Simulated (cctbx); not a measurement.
## Mg2CoMoS6 with cctbx, script by script

Library: cctbx 2025.11. The data are simulated by the first script.

## 1. Simulate the data

run.py:

```python
from cctbx import adptbx, crystal, miller, sgtbx, xray
from cctbx.array_family import flex
from iotbx.shelx import hklf
from scitbx import matrix
import scitbx.random

cs = crystal.symmetry(unit_cell=(6.287, 6.821, 11.0682, 90, 122.4778, 90), space_group_symbol='Hall: -P 2ybc')  # P2_1/c
atoms = [  # label, site, U (iso, or U11 U22 U33 U12 U13 U23 in A^2), occupancy
    ("Mo1", (0.5, 0, 0), 0.0155, 1),
    ("Co1", (0, 0, 0.5), 0.0142, 1),
    ("S1", (0.8879, 0.4351, 0.7537), 0.0178, 1),
    ("S2", (0.6061, 0.1753, 0.4293), 0.0165, 1),
    ("S3", (0.2446, 0.1876, 0.0671), 0.0221, 1),
    ("Mg1", (0.2642, 0.9348, 0.2494), 0.0194, 1),
]
xs = xray.structure(crystal_symmetry=cs)
for label, site, u, occ in atoms:
    u = adptbx.u_cif_as_u_star(cs.unit_cell(), u) if isinstance(u, tuple) else u
    xs.add_scatterer(xray.scatterer(label, site=site, u=u, occupancy=occ))
xs.set_inelastic_form_factors(1.54184, "sasaki")
xs.show_summary()
p1 = xs.expand_to_p1()
ms = miller.build_set(p1, anomalous_flag=True, d_min=0.8)
flex.set_random_seed(67148)
scitbx.random.set_random_seed(67148)
ms = ms.select(flex.random_double(ms.size()) < 0.95)
i = ms.structure_factors_from_scatterers(p1, algorithm="direct").f_calc().as_intensity_array().data()
i = i / flex.sqrt(1 + 0.3 * i / flex.max(i))  # extinction
i = i * 70000 / flex.max(i)
sig = flex.sqrt(i + flex.pow2(0.03 * i) + 4 ** 2)
noise = scitbx.random.variate(scitbx.random.normal_distribution())(i.size())
data = ms.array(data=i + sig * noise, sigmas=sig).set_observation_type_xray_intensity()
with open("data.hkl", "w") as f:
    data.export_as_shelx_hklf(f)
print("reflections written:", data.size(), " <I/sigma> = %.1f" % flex.mean(data.data() / data.sigmas()))
for h, a, b in list(data.sort("data"))[:12]:
    print("%4d%4d%4d %9.1f %7.1f" % (h + (a, b)))
```

```console
$ python run.py
```

```text
Number of scatterers: 6
At special positions: 2
Unit cell: (6.287, 6.821, 11.0682, 90, 122.478, 90)
Space group: P 1 21/c 1 (No. 14)
reflections written: 3117  <I/sigma> = 21.6
   0   0   4   73766.4  2100.5
  -3   1   1   71758.1  2116.6
   3   1  -1   71131.1  2116.6
   0   0  -4   70173.6  2100.5
   3  -1  -1   69775.9  2116.6
  -3  -1   1   69628.1  2116.6
   3  -1  -5   67412.2  1994.4
  -3   1   5   66663.0  1994.4
  -3  -1   5   65368.3  1994.4
   3   1  -5   64489.3  1994.4
   2   2  -2   60330.6  1866.9
  -2  -2   2   59882.0  1866.9
```

It took 0.24 s on 1 thread of Arm Neoverse V2, on a shared host, peak memory 0.07 GiB.

## 2. Refinement (right model, isotropic)

run.py:

```python
import math
from cctbx import adptbx, crystal, maptbx, sgtbx, xray
from cctbx.array_family import flex
from cctbx.xray import observations
from iotbx.shelx import hklf
from scitbx.lstbx import normal_eqns_solving
from smtbx import absolute_structure, utils
from smtbx.refinement import constraints, least_squares

cs = crystal.symmetry(unit_cell=(6.287, 6.821, 11.0682, 90, 122.4778, 90), space_group_symbol='Hall: -P 2ybc')  # P2_1/c
atoms = [  # label, site, U (iso, or U11 U22 U33 U12 U13 U23 in A^2), occupancy
    ("Mo1", (0.5, 0, 0), 0.0200, 1),
    ("Co1", (0, 0, 0.5), 0.0200, 1),
    ("S1", (0.9003, 0.4415, 0.7614), 0.0200, 1),
    ("S2", (0.6153, 0.1741, 0.4268), 0.0200, 1),
    ("S3", (0.2438, 0.186, 0.0677), 0.0200, 1),
    ("Mg1", (0.2763, 0.9298, 0.2502), 0.0200, 1),
]
xs = xray.structure(crystal_symmetry=cs)
for label, site, u, occ in atoms:
    u = adptbx.u_cif_as_u_star(cs.unit_cell(), u) if isinstance(u, tuple) else u
    xs.add_scatterer(xray.scatterer(label, site=site, u=u, occupancy=occ))
xs.set_inelastic_form_factors(1.54184, "sasaki")
raw = hklf.reader(file_name="data.hkl").as_miller_arrays(crystal_symmetry=cs, anomalous=True)[0]
merged = raw.eliminate_sys_absent().merge_equivalents()
fo2 = merged.array().set_observation_type_xray_intensity()
print("Rint %.3f, %d unique reflections to %.2f A" % (merged.r_int(), fo2.size(), fo2.d_min()))
for sc in xs.scatterers():
    sc.flags.set_grad_site(True)
    sc.flags.set_grad_u_aniso(sc.flags.use_u_aniso())
    sc.flags.set_grad_u_iso(sc.flags.use_u_iso())
obs = fo2.as_xray_observations()
extra = {}
rep = constraints.reparametrisation(xs, [], utils.connectivity_table(xs), **extra)
ls = least_squares.crystallographic_ls(obs, rep, weighting_scheme=least_squares.mainstream_shelx_weighting(a=0, b=0))
print("cycle     R1     wR2    GooF  max shift (A)")
for cycle in range(8):
    ls.build_up()
    r1, wr2, goof = ls.r1_factor(cutoff_factor=2)[0], ls.wR2(), ls.goof()
    old = xs.sites_cart()
    normal_eqns_solving.levenberg_marquardt_iterations(ls, n_max_iterations=3, tau=1e-06, step_threshold=1e-7)
    big = flex.max((xs.sites_cart() - old).norms())
    print("%4d %7.4f %7.4f %7.3f %9.5f" % (cycle + 1, r1, wr2, goof, big))
    ls.build_up(objective_only=True)
    if abs(ls.wR2() - wr2) < 5e-5 and big < 5e-4:
        break
ls.build_up()
print("final R1 %.4f wR2 %.4f GooF %.3f  parameters %d  data/parameter %.1f" % (ls.r1_factor(cutoff_factor=2)[0], ls.wR2(), ls.goof(), ls.n_parameters, fo2.size() / ls.n_parameters))
cov = ls.covariance_matrix_and_annotations()
su = dict(zip(cov.annotations, (math.sqrt(max(v, 0)) for v in cov.matrix.matrix_packed_u_diagonal())))
a2 = cs.unit_cell().reciprocal_parameters()[0] ** -2
print("atom        x        y        z      Ueq    occ   su(xyz)  su(Uiso or U11)")
for sc in xs.scatterers():
    s = max(su.get(sc.label + k, 0) for k in (".x", ".y", ".z"))
    npd = "" if sc.is_positive_definite_u(cs.unit_cell()) else "  NPD"
    print("%-5s %8.5f %8.5f %8.5f %8.4f %6.3f %8.5f %7.4f%s" % ((sc.label,) + sc.site + (sc.u_iso_or_equiv(cs.unit_cell()), sc.occupancy, s, su.get(sc.label + ".uiso", su.get(sc.label + ".u11", 0) * a2), npd)))
fo = fo2.f_sq_as_f()
fc = fo.structure_factors_from_scatterers(xs, algorithm="direct").f_calc()
diff = fo.f_obs_minus_f_calc(1 / math.sqrt(ls.scale_factor()), fc).average_bijvoet_mates()
m = diff.fft_map(symmetry_flags=maptbx.use_space_group_symmetry, resolution_factor=0.25).apply_volume_scaling()
print("difference map: max %.2f min %.2f rms %.2f" % (m.statistics().max(), m.statistics().min(), m.statistics().sigma()))
peaks = m.peak_search(parameters=maptbx.peak_search_parameters(min_distance_sym_equiv=0.6, max_clusters=6)).all()
near = xs.closest_distances(peaks.sites(), distance_cutoff=4)
sps = cs.special_position_settings(min_distance_sym_equiv=0.5)
for k, (x, h) in enumerate(zip(peaks.sites(), peaks.heights())):
    ss = sps.site_symmetry(x)
    print("Q%-3d %7.4f %7.4f %7.4f %4d %7.2f  %.2f A from %s" % ((k + 1,) + tuple(t % 1 for t in ss.exact_site()) + (ss.multiplicity(), h, near.smallest_distances[k], xs.scatterers()[near.i_seqs[k]].label)))
```

```console
$ python run.py
```

```text
Rint 0.021, 816 unique reflections to 0.80 A
cycle     R1     wR2    GooF  max shift (A)
   1  0.1776  0.4799  21.053   0.08976
   2  0.0120  0.0280   1.230   0.00004
final R1 0.0120 wR2 0.0280 GooF 1.230  parameters 18  data/parameter 45.3
atom        x        y        z      Ueq    occ   su(xyz)  su(Uiso or U11)
Mo1    0.50000  0.00000  0.00000   0.0150  1.000  0.00000  0.0001
Co1    0.00000  0.00000  0.50000   0.0139  1.000  0.00000  0.0001
S1     0.88798  0.43510  0.75372   0.0172  1.000  0.00006  0.0001
S2     0.60609  0.17534  0.42931   0.0160  1.000  0.00005  0.0001
S3     0.24462  0.18760  0.06709   0.0213  1.000  0.00006  0.0001
Mg1    0.26439  0.93481  0.24940   0.0189  1.000  0.00008  0.0001
difference map: max 0.26 min -0.87 rms 0.11
Q1    0.0559  0.7426  0.0127    4    0.26  1.67 A from S3
Q2    0.4338  0.2429  0.4639    4    0.25  1.41 A from S2
Q3    0.4670  0.0539  0.6759    4    0.25  1.43 A from Mg1
Q4    0.4941  0.0746  0.2905    4    0.24  1.47 A from S2
Q5    0.0692  0.9932  0.8466    4    0.24  1.34 A from S1
Q6    0.3123  0.0897  0.8876    4    0.21  1.32 A from Mo1
```

Time: 0.38 s.

## 3. Refinement (right model, anisotropic)

run.py, as its changes from the last script of this kind:

```diff
@@ -12,6 +12,6 @@
-    ("Mo1", (0.5, 0, 0), 0.0200, 1),
-    ("Co1", (0, 0, 0.5), 0.0200, 1),
-    ("S1", (0.9003, 0.4415, 0.7614), 0.0200, 1),
-    ("S2", (0.6153, 0.1741, 0.4268), 0.0200, 1),
-    ("S3", (0.2438, 0.186, 0.0677), 0.0200, 1),
-    ("Mg1", (0.2763, 0.9298, 0.2502), 0.0200, 1),
+    ("Mo1", (0.5, 0, 0), 0.0150, 1),
+    ("Co1", (0, 0, 0.5), 0.0139, 1),
+    ("S1", (0.88798, 0.4351, 0.75372), 0.0172, 1),
+    ("S2", (0.60609, 0.17534, 0.42931), 0.0160, 1),
+    ("S3", (0.24462, 0.1876, 0.06709), 0.0213, 1),
+    ("Mg1", (0.26439, 0.93481, 0.2494), 0.0189, 1),
@@ -23,0 +24 @@
+xs.convert_to_anisotropic()
```

```console
$ python run.py
```

```text
Rint 0.021, 816 unique reflections to 0.80 A
cycle     R1     wR2    GooF  max shift (A)
   1  0.0120  0.0281   1.255   0.00009
   2  0.0119  0.0277   1.239   0.00000
final R1 0.0119 wR2 0.0277 GooF 1.239  parameters 48  data/parameter 17.0
atom        x        y        z      Ueq    occ   su(xyz)  su(Uiso or U11)
Mo1    0.50000  0.00000  0.00000   0.0150  1.000  0.00000  0.0001
Co1    0.00000  0.00000  0.50000   0.0139  1.000  0.00000  0.0002
S1     0.88798  0.43510  0.75372   0.0172  1.000  0.00006  0.0002
S2     0.60609  0.17535  0.42931   0.0160  1.000  0.00005  0.0002
S3     0.24463  0.18761  0.06710   0.0213  1.000  0.00006  0.0002
Mg1    0.26439  0.93480  0.24940   0.0189  1.000  0.00008  0.0002
difference map: max 0.26 min -0.87 rms 0.11
Q1    0.0581  0.7406  0.0124    4    0.26  1.67 A from Co1
Q2    0.4372  0.2413  0.4632    4    0.25  1.38 A from S2
Q3    0.4639  0.0501  0.6752    4    0.25  1.45 A from Mg1
Q4    0.4956  0.0746  0.2930    4    0.24  1.45 A from S2
Q5    0.0694  0.9928  0.8466    4    0.24  1.33 A from S1
Q6    0.0792  0.5027  0.8793    4    0.22  1.34 A from S1
```

Time: 0.35 s.

## 4. Refinement

run.py, as its changes from the last script of this kind:

```diff
@@ -12,6 +12,6 @@
-    ("Mo1", (0.5, 0, 0), 0.0150, 1),
-    ("Co1", (0, 0, 0.5), 0.0139, 1),
-    ("S1", (0.88798, 0.4351, 0.75372), 0.0172, 1),
-    ("S2", (0.60609, 0.17534, 0.42931), 0.0160, 1),
-    ("S3", (0.24462, 0.1876, 0.06709), 0.0213, 1),
-    ("Mg1", (0.26439, 0.93481, 0.2494), 0.0189, 1),
+    ("Mo1", (0.5, 0, 0), 0.0200, 1),
+    ("Co1", (0, 0, 0.5), 0.0200, 1),
+    ("S1", (0.9992, 0.3399, 0.7862), 0.0200, 1),
+    ("S2", (0.8076, 0.0232, 0.4789), 0.0200, 1),
+    ("S3", (0.178, 0.167, 0.0616), 0.0200, 1),
+    ("Mg1", (0.2553, 0.9579, 0.208), 0.0200, 1),
@@ -24 +23,0 @@
-xs.convert_to_anisotropic()
@@ -38 +37 @@
-for cycle in range(8):
+for cycle in range(10):
@@ -42 +41 @@
-    normal_eqns_solving.levenberg_marquardt_iterations(ls, n_max_iterations=3, tau=1e-06, step_threshold=1e-7)
+    normal_eqns_solving.levenberg_marquardt_iterations(ls, n_max_iterations=3, tau=0.0001, step_threshold=1e-7)
```

```console
$ python run.py
```

```text
Rint 0.021, 816 unique reflections to 0.80 A
cycle     R1     wR2    GooF  max shift (A)
   1  0.8819  0.9854  43.228   0.35360
   2  0.7926  0.9600  42.113   0.35261
   3  0.7205  0.9322  40.890   0.42511
   4  0.6212  0.8858  38.857   0.07133
   5  0.5979  0.8752  38.392   0.06728
   6  0.5817  0.8662  37.997   0.13351
   7  0.5670  0.8558  37.542   0.18851
   8  0.5566  0.8479  37.193   0.33982
   9  0.5228  0.8226  36.085   0.50163
  10  0.4829  0.7931  34.792   0.69274
final R1 0.4587 wR2 0.7759 GooF 34.038  parameters 18  data/parameter 45.3
atom        x        y        z      Ueq    occ   su(xyz)  su(Uiso or U11)
Mo1    0.50000  0.00000  0.00000   0.0037  1.000  0.00000  0.0037
Co1    0.00000  0.00000  0.50000   0.0001  1.000  0.00000  0.0043
S1     0.87766  0.43491  0.74855   0.0137  1.000  0.00320  0.0046
S2     0.58361  0.22173  0.44304   0.2021  1.000  0.02398  0.0320
S3     0.24676  0.19081  0.06929   0.0234  1.000  0.00303  0.0050
Mg1    0.25507  0.93339  0.24777   0.0027  1.000  0.00333  0.0052
difference map: max 99.63 min -9.94 rms 4.69
Q1    0.5000  0.0000  0.0000    2   99.63  0.00 A from Mo1
Q2    0.3931  0.6763  0.0693    4   66.47  0.40 A from S2
Q3    0.0000  0.0000  0.5000    2   40.01  0.00 A from Co1
Q4    0.0986  0.5626  0.2415    4   39.06  0.13 A from S1
Q5    0.2449  0.1895  0.0678    4   36.40  0.02 A from S3
Q6    0.2709  0.5636  0.7475    4   21.38  0.10 A from Mg1
```

Time: 0.76 s.

This run holds a fault made on purpose: start far from the minimum.

## 5. Refinement

run.py, as its changes from the last script of this kind:

```diff
@@ -12,6 +12,6 @@
-    ("Mo1", (0.5, 0, 0), 0.0200, 1),
-    ("Co1", (0, 0, 0.5), 0.0200, 1),
-    ("S1", (0.9992, 0.3399, 0.7862), 0.0200, 1),
-    ("S2", (0.8076, 0.0232, 0.4789), 0.0200, 1),
-    ("S3", (0.178, 0.167, 0.0616), 0.0200, 1),
-    ("Mg1", (0.2553, 0.9579, 0.208), 0.0200, 1),
+    ("Mo1", (0.5, 0, 0), 0.0150, 1),
+    ("Co1", (0, 0, 0.5), 0.0139, 1),
+    ("S1", (0.88798, 0.4351, 0.75372), 0.0172, 1),
+    ("S2", (0.60609, 0.17534, 0.42931), 0.0160, 1),
+    ("S3", (0.24462, 0.1876, 0.06709), 0.0213, 1),
+    ("Mg1", (0.26439, 0.93481, 0.2494), 0.0189, 1),
@@ -23,0 +24 @@
+xs.convert_to_anisotropic()
@@ -25 +26 @@
-merged = raw.eliminate_sys_absent().merge_equivalents()
+merged = raw.eliminate_sys_absent().resolution_filter(d_min=1.3).merge_equivalents()
@@ -37 +38 @@
-for cycle in range(10):
+for cycle in range(12):
@@ -41 +42 @@
-    normal_eqns_solving.levenberg_marquardt_iterations(ls, n_max_iterations=3, tau=0.0001, step_threshold=1e-7)
+    normal_eqns_solving.levenberg_marquardt_iterations(ls, n_max_iterations=3, tau=1e-06, step_threshold=1e-7)
```

```console
$ python run.py
```

```text
Rint 0.021, 190 unique reflections to 1.30 A
cycle     R1     wR2    GooF  max shift (A)
   1  0.0150  0.0349   1.896   0.00663
   2  0.0132  0.0310   1.682   0.00000
final R1 0.0132 wR2 0.0310 GooF 1.682  parameters 48  data/parameter 4.0
atom        x        y        z      Ueq    occ   su(xyz)  su(Uiso or U11)
Mo1    0.50000  0.00000  0.00000   0.0149  1.000  0.00000  0.0007
Co1    0.00000  0.00000  0.50000   0.0148  1.000  0.00000  0.0012
S1     0.88791  0.43506  0.75377   0.0161  1.000  0.00022  0.0011
S2     0.60591  0.17543  0.42923   0.0150  1.000  0.00021  0.0010
S3     0.24473  0.18774  0.06712   0.0205  1.000  0.00021  0.0010
Mg1    0.26453  0.93385  0.24939   0.0193  1.000  0.00036  0.0014
difference map: max 0.21 min -0.38 rms 0.08
Q1    0.4547  0.0716  0.2763    4    0.21  1.42 A from Mg1
Q2    0.0423  0.7514  0.0259    4    0.18  1.58 A from S3
Q3    0.0816  0.7152  0.0931    4    0.18  1.71 A from Co1
Q4    0.0799  0.5080  0.8901    4    0.17  1.42 A from S1
Q5    0.3466  0.7100  0.3341    4    0.17  1.60 A from S1
Q6    0.0176  0.0334  0.8268    4    0.16  1.47 A from S1
```

Time: 0.35 s.

This run holds a fault made on purpose: data cut at low resolution.

## 6. Refinement

run.py, as its changes from the last script of this kind:

```diff
@@ -17 +16,0 @@
-    ("Mg1", (0.26439, 0.93481, 0.2494), 0.0189, 1),
@@ -26 +25 @@
-merged = raw.eliminate_sys_absent().resolution_filter(d_min=1.3).merge_equivalents()
+merged = raw.eliminate_sys_absent().merge_equivalents()
```

```console
$ python run.py
```

```text
Rint 0.021, 816 unique reflections to 0.80 A
cycle     R1     wR2    GooF  max shift (A)
   1  0.3113  0.6609  29.381   0.02724
   2  0.3038  0.6113  27.174   0.00114
   3  0.3041  0.6112  27.173   0.00006
final R1 0.3041 wR2 0.6112 GooF 27.173  parameters 39  data/parameter 20.9
atom        x        y        z      Ueq    occ   su(xyz)  su(Uiso or U11)
Mo1    0.50000  0.00000  0.00000   0.0017  1.000  0.00000  0.0026
Co1    0.00000  0.00000  0.50000   0.0048  1.000  0.00000  0.0046  NPD
S1     0.89080  0.43515  0.75454   0.0104  1.000  0.00171  0.0046
S2     0.60398  0.17200  0.42965   0.0040  1.000  0.00149  0.0044  NPD
S3     0.24171  0.18853  0.06521   0.0088  1.000  0.00165  0.0049
difference map: max 49.17 min -4.09 rms 2.87
Q1    0.5000  0.0000  0.0000    2   49.17  0.00 A from Mo1
Q2    0.2647  0.5655  0.7490    4   46.19  2.54 A from S1
Q3    0.0000  0.0000  0.5000    2   28.45  0.00 A from Co1
Q4    0.1204  0.5663  0.2475    4   21.23  0.06 A from S1
Q5    0.3788  0.6841  0.0713    4   16.85  0.14 A from S2
Q6    0.2581  0.1874  0.0729    4   14.26  0.09 A from S3
```

Run time: 0.45 s on 1 thread of Arm Neoverse V2, on a shared host, peak memory 0.09 GiB.

This run holds a fault made on purpose: atom left out: Mg1.

[Logs are printed without paths, hosts, clocks, repeated set-up lines and the standing remarks that a program may print on its own settings, such as how far it seeks lower states.]
